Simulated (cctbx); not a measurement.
# Lattice, Laue class and space group of a new crystal

Cell: a = 10.3690 Å, b = 10.3690 Å, c = 5.2970 Å, α = 90.00°, β = 90.00°, γ = 90.00°. Expected content of the cell: Cd1 Co1 S16 Mg14.

Simulated single-crystal data (cctbx): Cu Kα, λ = 1.54184 Å, to d = 0.8 Å, 50 % of the full sphere, strongest reflection 70000 counts, noise from counting, a 1.5 % proportional error and a noise floor of 8 counts (s.d.); no absorption.

A first pass over the reflections prints:

```text
2394 reflections to d = 0.800 A
centring   violations  <I/sigma> of those
    A        995 of  1207     10.7
    B        985 of  1184     10.9
    C        898 of  1157      8.0
    I        965 of  1190     10.9
    R       1410 of  1638     12.9
    F       1439 of  1774      9.9
Laue class    unique    Rint  (classes that these axes allow; Friedel mates merged)
P -1             1764   0.020
P 1 2/m 1        1142   0.021
P 1 1 2/m        1158   0.021
P 2/m 1 1        1132   0.021
P m m m           695   0.022
P 4/m             637   0.023
P 4/m m m         384   0.024
space group    extra absences  I>4sigma  <I/sigma>
P 4 2 2                 0          0         -  acentric
P 4 m m                 0          0         -  acentric
P -4 2 m                0          0         -  acentric
P -4 m 2                0          0         -  acentric
P 4/m m m               0          0         -  centric
Wilson B = 0.84 A^2   <|E^2-1|> = 1.231 (0.968 centric, 0.736 acentric)   E^2>4: 4.7 %
shell (A)         n   <I/sigma>
 7.33 - 1.60     62     40.4
 1.60 - 1.27     49     32.3
 1.27 - 1.11     49     31.0
 1.11 - 1.01     47     28.7
 1.01 - 0.94     43     24.0
 0.94 - 0.88     43     27.6
 0.88 - 0.84     47     25.5
 0.84 - 0.80     44     26.3
```

Q: Read the symmetry from these tables.

Every centring test has many violations, so the lattice is primitive.

Rint stays low (0.020 to 0.024) up to P 4/m m m, the highest class in these axes.

5 settings pass the absence test. No glide or screw absences show, which leaves P 4 2 2, P 4 m m, P -4 2 m, P -4 m 2 and P 4/m m m.

⟨|E²−1|⟩ = 1.231 is above even the centric ideal, a mark of pseudo-translation (a class of systematically weak reflections). The Wilson B of 0.84 Å² means U ≈ 0.0106 Å².

The true group is P4/mmm (no. 123), Laue class 4/mmm, centrosymmetric. The tables only narrow the choice to the tied entries; cell content, site symmetry and trial solutions must settle it.

The model was made for the exercise: a known structure type with other elements put in, its volume estimated, not relaxed; displacement parameters are assumed.

[Logs are printed without paths, hosts, clocks, repeated set-up lines and the standing remarks that a program may print on its own settings, such as how far it seeks lower states.]
